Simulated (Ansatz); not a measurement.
# K on Ag(100): change of the work function, part 2 of 2

How does one ordered layer of K (hollow site) change the work function of Ag(100), and what dipole does each adsorbate carry?

Ansatz 0.2.0; plane-wave DFT, PBE, Ansatz PAW.

So far, work function, upper face (eV): step 2 (the clean slab) 4.24.

### 3. The covered slab

System of this step: KAg16 (K/Ag(100)). The cell holds 17 atoms: 16 Ag and 1 K. Cell: a = 5.784 Å, b = 5.784 Å, c = 27.172 Å, α = 90.0°, β = 90.0°, γ = 90.0°. Vacuum lies along c.

The clean slab as it ended is repeated in the plane and the adsorbate is set on one face; the cell's size fixes the coverage, and the k-mesh shrinks with it to keep the sampling density about even. Adsorbate and upper layers relax, since the dipole depends on the height.

The input, input.yaml:

```yaml
crystal:
  lattice:
    - [5.7841334702, 0.0, 0.0]
    - [0.0, 5.7841334702, 0.0]
    - [0.0, 0.0, 27.1717330467]
  atoms:
    - { symbol: Ag, position: [0.25, 0.25, 0.3312265723] }
    - { symbol: Ag, position: [0.0, 0.0, 0.4064886101] }
    - { symbol: Ag, position: [0.25, 0.25, 0.4840689896] }
    - { symbol: Ag, position: [0.0, 0.0, 0.5604332718] }
    - { symbol: Ag, position: [0.25, 0.75, 0.3312265723] }
    - { symbol: Ag, position: [0.0, 0.5, 0.4064886101] }
    - { symbol: Ag, position: [0.25, 0.75, 0.4840689896] }
    - { symbol: Ag, position: [0.0, 0.5, 0.5604332718] }
    - { symbol: Ag, position: [0.75, 0.25, 0.3312265723] }
    - { symbol: Ag, position: [0.5, 0.0, 0.4064886101] }
    - { symbol: Ag, position: [0.75, 0.25, 0.4840689896] }
    - { symbol: Ag, position: [0.5, 0.0, 0.5604332718] }
    - { symbol: Ag, position: [0.75, 0.75, 0.3312265723] }
    - { symbol: Ag, position: [0.5, 0.5, 0.4064886101] }
    - { symbol: Ag, position: [0.75, 0.75, 0.4840689896] }
    - { symbol: Ag, position: [0.5, 0.5, 0.5604332718] }
    - { symbol: K, position: [0.25, 0.25, 0.6687734277] }
kpoints:
  mp_grid: { grid: [6, 6, 1] }
hamiltonian:
  xc: pbe
scf:
  occupations: { method: fermi_dirac, width: 0.1 }
  convergence: { dr2_threshold: 1.0e-08 }
efield:
  axis: 3
  dipole_correction: true
  ramp_position: 0.97
  ramp_width: 0.06
relax:
  f_tol: 0.02
  max_steps: 60
  constraints: [{ sites: [0, 1, 4, 5, 8, 9, 12, 13] }]
output:
  dos: { projected: true, e_range: [-8, 4] }
  write_potential: true
  write_density: true
  volumetric_format: npy
  elf: true
```

Run with:

```console
$ ansatz run input.yaml --threads 4 --pin off --max-ram 6144MiB --backend cpu --events-out ev --progress --plain --runs-dir out
```

Numbers of over 12 decimals in the logs are rounded to 6 here.

Log:

```text
[...]
Crystal: 17 atoms, lattice volume = 909.063 Å³
Basis set: ecut = 420 eV, 17823 PW (Γ), exchange–correlation on 80×80×384 points (8 copies of the dense FFT grid, shifted against one another)
Bands: 188, of which v1, the nominal top of the filled ones, is band 157 counted from 1 (156 counted from 0)
Symmetry: 8 space group operations
[...]
k-points: 10 of 36
[...]
SCF iter   1: F=—  HF=-122983.825733 eV  |F-HF|=—  |Δ(HF+E_count)|=         —  Δρ=1.05e-3  dr2=2.46e-1  ethr=1.77e-3  p=0.384 e·Å  D=7.64e-2 V/Å  ΔV_dip=-2.08 eV  dr2_dipole=1.75e-1  V_vac-E_F(+/−)=2.09/4.17 eV  ⟨swp⟩=7.0  Hψ=7496  notcnv=0  defer=81
[...]
SCF iter  10: F=-122983.827011 eV  HF=-122983.827011 eV  |F-HF|=2.12e-9  |Δ(HF+E_count)|=   7.25e-9  Δρ=5.74e-7  dr2=5.01e-9  ethr=3.19e-12  p=0.453 e·Å  D=9.01e-2 V/Å  ΔV_dip=-2.45 eV  dr2_dipole=3.20e-11  V_vac-E_F(+/−)=1.79/4.24 eV  ⟨swp⟩=16.6  Hψ=13156  notcnv=0
SCF 1 converged in 10 iterations: F = -122983.827011 eV  dr2 = 5.01e-9
[...]
relax step   1: F+E_penalty+E_count = -122983.82701134 eV  Δ(F+E_penalty+E_count) = +0.000e0 eV  max|allowed force component| = 2.798e-1 eV/Å  Δτ_max = 0.0000 Å  (10 SCF iters, accepted)
[...]
SCF iter   9: F=-122983.844487 eV  HF=-122983.844487 eV  |F-HF|=1.16e-9  |Δ(HF+E_count)|=   1.87e-8  Δρ=6.74e-7  dr2=5.50e-9  ethr=3.19e-12  p=0.459 e·Å  D=9.13e-2 V/Å  ΔV_dip=-2.48 eV  dr2_dipole=2.93e-11  V_vac-E_F(+/−)=1.76/4.24 eV  ⟨swp⟩=14.1  Hψ=12435  notcnv=0
SCF 2 converged in 9 iterations: F = -122983.844487 eV  dr2 = 5.50e-9
relax step   2: F+E_penalty+E_count = -122983.84448679 eV  Δ(F+E_penalty+E_count) = -1.748e-2 eV  max|allowed force component| = 2.326e-1 eV/Å  Δτ_max = 0.0396 Å  (9 SCF iters, accepted)
SCF iter   1: F=—  HF=-122983.868170 eV  |F-HF|=—  |Δ(HF+E_count)|=         —  Δρ=8.13e-4  dr2=9.76e-3  ethr=1.00e-4  p=0.459 e·Å  D=9.13e-2 V/Å  ΔV_dip=-2.48 eV  dr2_dipole=1.84e-4  V_vac-E_F(+/−)=1.76/4.24 eV  ⟨swp⟩=6.0  Hψ=4501  notcnv=0  defer=123
[...]
SCF iter   9: F=-122983.866503 eV  HF=-122983.866503 eV  |F-HF|=2.66e-9  |Δ(HF+E_count)|=   2.85e-8  Δρ=8.32e-7  dr2=9.17e-9  ethr=3.19e-12  p=0.472 e·Å  D=9.40e-2 V/Å  ΔV_dip=-2.55 eV  dr2_dipole=3.97e-12  V_vac-E_F(+/−)=1.69/4.25 eV  ⟨swp⟩=14.6  Hψ=12632  notcnv=0
SCF 3 converged in 9 iterations: F = -122983.866503 eV  dr2 = 9.17e-9
relax step   3: F+E_penalty+E_count = -122983.86650293 eV  Δ(F+E_penalty+E_count) = -2.202e-2 eV  max|allowed force component| = 2.388e-2 eV/Å  Δτ_max = 0.1942 Å  (9 SCF iters, accepted)
SCF iter   1: F=—  HF=-122983.866946 eV  |F-HF|=—  |Δ(HF+E_count)|=         —  Δρ=1.38e-4  dr2=3.35e-4  ethr=3.02e-7  p=0.472 e·Å  D=9.40e-2 V/Å  ΔV_dip=-2.55 eV  dr2_dipole=6.33e-5  V_vac-E_F(+/−)=1.69/4.24 eV  ⟨swp⟩=3.3  Hψ=4455  notcnv=0  defer=152
[...]
SCF iter   7: F=-122983.866964 eV  HF=-122983.866964 eV  |F-HF|=5.85e-9  |Δ(HF+E_count)|=   1.12e-8  Δρ=5.64e-7  dr2=9.82e-9  ethr=3.19e-12  p=0.471 e·Å  D=9.37e-2 V/Å  ΔV_dip=-2.55 eV  dr2_dipole=3.37e-9  V_vac-E_F(+/−)=1.70/4.24 eV  ⟨swp⟩=10.4  Hψ=12883  notcnv=0
SCF 4 converged in 7 iterations: F = -122983.866964 eV  dr2 = 9.82e-9
relax step   4: F+E_penalty+E_count = -122983.86696424 eV  Δ(F+E_penalty+E_count) = -4.613e-4 eV  max|allowed force component| = 5.379e-3 eV/Å  Δτ_max = 0.0096 Å  (7 SCF iters, accepted)
NSCF: frozen V_eff on 10 k-points
[...]
SCF converged after 7 iterations
Free energy (F): -122983.866964 eV
[...]
Internal energy: -122983.671861 eV  (E = F + TS)
E sigma→0 (E₀):  -122983.769413 eV
Entropy (-TS):   -0.195103 eV (-11.477 meV/atom)
Fermi energy:    3.498041 eV
Dipole field:    D = 0.093673 V/Å  (p = 0.470595 e·Å, saw-weighted, corrected)
Work function:   Φ+ = 1.6990 eV   Φ− = 4.2443 eV
[...]
--- Forces (eV/Å), atoms counted from 1 ---
  atom   1  Ag    -0.00000000     0.00000000    -0.09259661
  atom   2  Ag     0.00702199     0.00702199     0.09281246
  atom   3  Ag    -0.00000000     0.00000000     0.00376517
  atom   4  Ag     0.00031604     0.00031604    -0.00008441
  atom   5  Ag     0.00000000     0.00000000    -0.09212889
  atom   6  Ag     0.00702199    -0.00702199     0.09281246
  atom   7  Ag     0.00000000     0.00000000     0.00197350
  atom   8  Ag     0.00031604    -0.00031604    -0.00008441
  atom   9  Ag     0.00000000     0.00000000    -0.09212889
  atom  10  Ag    -0.00702199     0.00702199     0.09281246
  atom  11  Ag     0.00000000     0.00000000     0.00197350
  atom  12  Ag    -0.00031604     0.00031604    -0.00008441
  atom  13  Ag    -0.00000000     0.00000000    -0.09544592
  atom  14  Ag    -0.00702199    -0.00702199     0.09281246
  atom  15  Ag    -0.00000000     0.00000000    -0.00095834
  atom  16  Ag    -0.00031604    -0.00031604    -0.00008441
  atom  17  K      0.00000000     0.00000000    -0.00537944
  max |Σ_I F_I| component: 1.37e-5 eV/Å
--- Band table (eV; the first three rows and the last of 10) ---
  k-point 0: bands = [... 153 lower, 3.0776, 3.0836, 3.0857, 3.4877, 3.5166, 3.6474, 3.6474, 3.7960, ... 27 higher]
  k-point 1: bands = [... 153 lower, 2.8407, 3.2527, 3.2564, 3.7508, 3.7594, 3.9008, 3.9489, 4.7949, ... 27 higher]
  k-point 2: bands = [... 153 lower, 2.8814, 3.3799, 3.6668, 3.6693, 4.3409, 4.4305, 4.5565, 4.8868, ... 27 higher]
  k-point 9: bands = [... 153 lower, 1.6845, 1.6845, 1.7096, 3.4635, 3.4657, 3.4657, 3.4953, 5.2713, ... 27 higher]
--- Relaxed structure (4 steps of the walk, 4 accepted, 0 SCFs on fresh bases) ---
  F+E_penalty+E_count = -122983.86696424 eV   max|allowed force component| = 5.379e-3 eV/Å
  atoms:
    - { symbol: Ag, position: [0.25, 0.25, 0.3312265723] }
    - { symbol: Ag, position: [0.0, 0.0, 0.406489] }
    - { symbol: Ag, position: [0.25, 0.25, 0.484457] }
    - { symbol: Ag, position: [-0.00153608, -0.00153608, 0.561546] }
    - { symbol: Ag, position: [0.25, 0.75, 0.3312265723] }
    - { symbol: Ag, position: [0.0, 0.5, 0.406489] }
    - { symbol: Ag, position: [0.25, 0.75, 0.484249] }
    - { symbol: Ag, position: [-0.00153608, 0.501536, 0.561546] }
    - { symbol: Ag, position: [0.75, 0.25, 0.3312265723] }
    - { symbol: Ag, position: [0.5, 0.0, 0.406489] }
    - { symbol: Ag, position: [0.75, 0.25, 0.484249] }
    - { symbol: Ag, position: [0.501536, -0.00153608, 0.561546] }
    - { symbol: Ag, position: [0.75, 0.75, 0.3312265723] }
    - { symbol: Ag, position: [0.5, 0.5, 0.406489] }
    - { symbol: Ag, position: [0.75, 0.75, 0.483936] }
    - { symbol: Ag, position: [0.501536, 0.501536, 0.561546] }
    - { symbol: K, position: [0.25, 0.25, 0.661168] }
```

Wall time 96 s (4 threads of AMD EPYC 9R14 (Zen 4), shared host); peak memory 4.1 GiB; 6.3 min of CPU time.

The steps of the relaxation:

```
step  energy less that of the first step (eV)  largest force component (eV/Å)
   1                                   0.0000                          0.2798
   2                                  -0.0175                          0.2326
   3                                  -0.0395                          0.0239
   4                                  -0.0400                          0.0054
```

The run keeps the 8 symmetry operations that it works with, so distortions that break them were not tested.

The atoms that moved most (Å):

```
atom      dx      dy      dz  length
 K17   0.000   0.000  -0.207   0.207
Ag16   0.009   0.009   0.030   0.033
Ag12   0.009  -0.009   0.030   0.033
 Ag8  -0.009   0.009   0.030   0.033
 Ag4  -0.009  -0.009   0.030   0.033
 Ag3   0.000   0.000   0.011   0.011
```

The relaxed structure:

```xyz
17
Lattice="5.7841 0.0000 0.0000 0.0000 5.7841 0.0000 0.0000 0.0000 27.1717" Properties=species:S:1:pos:R:3
Ag    1.4460    1.4460    9.0000
Ag    0.0000    0.0000   11.0450
Ag    1.4460    1.4460   13.1635
Ag   -0.0089   -0.0089   15.2582
Ag    1.4460    4.3381    9.0000
Ag    0.0000    2.8921   11.0450
Ag    1.4460    4.3381   13.1579
Ag   -0.0089    2.9010   15.2582
Ag    4.3381    1.4460    9.0000
Ag    2.8921    0.0000   11.0450
Ag    4.3381    1.4460   13.1579
Ag    2.9010   -0.0089   15.2582
Ag    4.3381    4.3381    9.0000
Ag    2.8921    2.8921   11.0450
Ag    4.3381    4.3381   13.1494
Ag    2.9010    2.9010   15.2582
K     1.4460    1.4460   17.9651
```

Numbers from this step:

```
energy at zero smearing        : -122983.7694 eV
work function, upper face      : 1.699 eV
work function, lower face      : 4.244 eV
dipole along the normal        : 0.4706 e·Å
step between the vacuum levels : -2.545 eV
```

Running mean over 2.045 Å of the planar mean; the ramp of the sawtooth is left out. Electron's electrostatic potential energy less the Fermi level against z:

```
z (Å)  electron's electrostatic potential energy less the Fermi level (eV)
  3.5                                                                 4.24
  4.0                                                                 4.24
  4.5                                                                 4.24
  5.0                                                                 4.24
  5.5                                                                 4.23
  6.0                                                                 4.20
  6.5                                                                 4.08
  7.0                                                                 3.63
  7.5                                                                 1.97
  8.0                                                                -1.25
  8.5                                                                -4.31
  9.0                                                                -5.67
  9.5                                                                -5.93
 10.0                                                                -5.98
 10.5                                                                -6.01
 11.0                                                                -5.98
 11.5                                                                -5.76
 12.0                                                                -5.56
 12.5                                                                -5.64
 13.0                                                                -5.87
 13.5                                                                -5.82
 14.0                                                                -5.64
 14.5                                                                -5.63
 15.0                                                                -5.73
 15.5                                                                -5.27
 16.0                                                                -3.29
 16.5                                                               -0.623
 17.0                                                                0.697
 17.5                                                                0.335
 18.0                                                               -0.165
 18.5                                                               -0.202
 19.0                                                                0.358
 19.5                                                                 1.05
 20.0                                                                 1.40
 20.5                                                                 1.54
 21.0                                                                 1.61
 21.5                                                                 1.65
 22.0                                                                 1.67
 22.5                                                                 1.69
 23.0                                                                 1.69
 23.5                                                                 1.70
 24.0                                                                 1.70
```

The density of states has structure finer than the step of the table below, so its rows give means over 0.25 eV, whole bins alone (the curve runs from -8 to 1.98 eV). Peaks (eV: height): -5.170: 96.7, -4.480: 74.1, -4.330: 77.5, -4.270: 79.9, -3.250: 84.3, -3.040: 81.5, -2.980: 78.9.

Density of states against energy, zero at the Fermi level; means over each step:

energy (eV), density of states (states/eV a cell) and a bar:
```
    -7.50        0.0 
    -7.25        0.0 
    -7.00        1.2 #
    -6.75        1.4 #
    -6.50        1.7 #
    -6.25        2.3 #
    -6.00       20.6 ##########
    -5.75       43.4 ####################
    -5.50       44.5 #####################
    -5.25       55.4 ##########################
    -5.00       40.1 ###################
    -4.75       43.3 ####################
    -4.50       53.0 #########################
    -4.25       58.9 ###########################
    -4.00       55.4 ##########################
    -3.75       50.1 #######################
    -3.50       60.4 ############################
    -3.25       64.5 ##############################
    -3.00       54.2 #########################
    -2.75       13.2 ######
    -2.50        5.4 ###
    -2.25        1.9 #
    -2.00        3.3 ##
    -1.75        5.1 ##
    -1.50        4.0 ##
    -1.25        3.9 ##
    -1.00        4.2 ##
    -0.75        4.2 ##
    -0.50        4.6 ##
    -0.25        5.4 ###
     0.00        5.2 ##
     0.25        7.5 ###
     0.50        5.8 ###
     0.75        7.4 ###
     1.00        5.1 ##
     1.25        5.4 ###
     1.50        8.2 ####
     1.75        5.1 ##
```

Projected DOS per atom over height of the atomic layer and energy from the Fermi level. Layers: Ag4 Ag4 Ag4 Ag4 K from below.

Values in states/eV, 22 rows by 5 columns, each cell a mean:
```
0.15 0.15 0.16 0.11 0.18
0.15 0.18 0.17 0.16 0.55
0.21 0.21 0.20 0.21 0.84
0.22 0.21 0.20 0.22 0.67
0.25 0.23 0.25 0.24 0.44
0.27 0.21 0.21 0.25 0.45
0.24 0.18 0.18 0.25 0.19
0.25 0.19 0.21 0.24 0.12
0.27 0.24 0.25 0.26 0.11
0.23 0.16 0.16 0.20 0.05
1.47 1.41 1.33 1.07 0.06
4.27 3.82 3.74 3.55 0.05
4.17 2.61 3.05 4.33 0.03
4.31 2.36 2.59 4.76 0.03
2.83 3.35 3.29 3.04 0.01
2.64 2.70 2.78 3.10 0.01
2.17 3.56 3.37 2.26 0.02
0.70 2.60 2.30 0.61 0.01
0.05 0.19 0.17 0.05 0.00
0.04 0.14 0.13 0.04 0.00
0.00 0.01 0.01 0.00 0.00
0.00 0.00 0.00 0.00 0.00
```
Columns: height of the atomic layer (Å) from 9 to 18.0 (not evenly spaced); rows upwards: energy from the Fermi level (eV) from -7.96 to 1.95.

Electrostatic potential energy in the ca plane at fractional y = 0.250, with atoms of Ag and K within 0.2 Å of it. With pseudopotentials it is smooth inside the atoms' cores, unlike the true potential.

Ten even steps from '0' (-36 eV) to '9' (7 eV), each cell a mean:
```
88899999999888999999999999999999999999999999
43579999998544689999999999999999999999999999
10158999996200379999999999999999999999999999
00038999985000269999999999999999999999999999
10158999996200379999999999999999999999999999
44579999998544689999999999999999999999999999
88899999999888999999999999999999999999999999
98999999999999999999999998889999999999999999
66789999999766899999999876678999999999999999
21368999997312489999999741137899999999999999
00048999985100269999998610005899999999999999
00048999985100269999998610005899999999999999
21368999997312489999999741137899999999999999
76789999999766899999999886678999999999999999
99999999999999999999999998889999999999999999
```
Columns run along c (16.0 Å, from fractional 0.32 to 0.91 of the cell; values clipped at the 3rd and 97th percentile), rows up along a (5.8 Å). Atoms in or near the plane, at fractional coordinates: Ag at (0.33, 0.25), Ag at (0.48, 0.25), Ag at (0.33, 0.75), Ag at (0.48, 0.75), K at (0.66, 0.25).

Valence density in the ca plane at fractional y = 0.250, with atoms of Ag and K within 0.2 Å of it. It is the smooth field of the valence electrons, not physical close to the nuclei.

Ten steps, logarithmic in the rise over the least value, from '0' (0 e/Å³) to '9' (18 e/Å³), each cell a mean:
```
22211111111122111111100000000000000000000000
55421111112455321111000000000000000000000000
89752100113788631100000000000000000000000000
99862100124899731000000000000000000000000000
88752110113788631100000000000000000000000000
55421111112455321111000000000000000000000000
22211111111122111111100000000000000000000000
11111111111111111111100000000000000000000000
34321111111233211111100012320000000000000000
77641111113677521110000245542000000000000000
99852100114899731000000356653100000000000000
99852100114899731000000356653100000000000000
67641111113677521110000245542000000000000000
33321111111233211111100012220000000000000000
11111111111111111111100000000000000000000000
```
Columns run along c (16.0 Å, from fractional 0.32 to 0.91 of the cell), rows up along a (5.8 Å). Atoms in or near the plane, at fractional coordinates: Ag at (0.33, 0.25), Ag at (0.48, 0.25), Ag at (0.33, 0.75), Ag at (0.48, 0.75), K at (0.66, 0.25).

ELF in the ca plane at fractional y = 0.250, with atoms of Ag and K within 0.2 Å of it. It is the smooth field of the valence electrons, not physical close to the nuclei.

Ten even steps from '0' (0.00) to '9' (0.87), each cell a mean:
```
22222111222222222212222100000000111100000000
44422111122344321211222110000011111000000000
77642111123677521111111111111111110000000000
89752111124798631111111111111111110000000000
67642111123677521111111111111111110000000000
44422111122344321211222110000011111000000000
22222111222222222212222100000000111100000000
11222111222111122212221002220000111100000000
33222111222233222222220147874100012110000000
56532111122566421122210499997300012210000000
78742111123688631122101798899510012211000000
78742111123688631122101798899510012211000000
56532111122566421122210499997300012210000000
33222111222233212222220147874100012110000000
11222111222111122212221001210000111100000000
```
Columns run along c (16.0 Å, from fractional 0.32 to 0.91 of the cell), rows up along a (5.8 Å). Atoms in or near the plane, at fractional coordinates: Ag at (0.33, 0.25), Ag at (0.48, 0.25), Ag at (0.33, 0.75), Ag at (0.48, 0.75), K at (0.66, 0.25).

The relaxation took 4 steps and lowered the energy by 0.040 eV; the largest force on the free atoms ends at 0.0054 eV/Å.

By hand: a sheet of dipoles makes a step −p/(ε₀A) in the electron's potential. With e/ε₀ = 180.95 V·Å, p = 0.4706 e·Å and A = 33.46 Å², that is −180.95 × (0.4706) / 33.46 = -2.545 eV, and the two vacuum levels of the run differ by -2.545 eV.

The covered face has 1.70 eV, -2.54 eV against the clean one; the bare back face has moved by +0.01 eV, a measure of how thin the slab is.

### 4. Work function against coverage

This step: plane-wave DFT, PBE, Ansatz PAW; work function against coverage (Ansatz 0.2.0).

The runs are now put side by side.

Numbers from this step:

```
work function of the clean face     : 4.243 eV
largest change of the work function : -2.544 eV
```

Table of work function of the covered face by coverage:

```
coverage (adsorbates/nm²)  work function of the covered face (eV)
                     0.00                                    4.24
                     2.99                                    1.70
```

The dipole per adsorbate comes from the change of the cell's dipole. Coverage, by row:

```
coverage (1/nm²)  coverage (ML)  work function (eV)  change (eV)  dipole per adsorbate, positive end outwards (debye)  mean height of the added atoms over the highest substrate atom (Å)
           2.989           0.25               1.699       -2.544                                                2.269                                                               2.707
```

### 5. Results

```
work function of the clean face                        : 4.24 eV
work function at 0.25 ML                               : 1.70 eV
dipole per adsorbate at 0.25 ML, positive end outwards : 2.27 D
```

What this shows: K lowers the work function of Ag(100) at the lowest coverage, by 2.54 eV: the adsorbate layer has its positive end outwards. One coverage alone was completed, so no trend follows. The slab has 4 layers, at the tabulated experimental lattice constant, one starting site was run, and quantum-size effects of a slab this thin can reach one or two tenths of an eV.

[Logs are printed without paths, hosts, clocks, repeated set-up lines and the standing remarks that a program may print on its own settings, such as how far it seeks lower states.]

[Hosts, paths, dates, database ids (printed as entryN), source tags and the programs' standing remarks are cut or masked in the printed files.]

[Maps of the electrostatic potential energy from Ansatz leave out the sawtooth potential of an applied field or a dipole correction, so their vacuum need not be flat; planar profiles and work functions include it.]

[The density of states shown here was stored with 400 of the rows of the run's finer table, so its peaks can read low, often by over a quarter, or be missed, and its means over a window can be off by a tenth or more.]
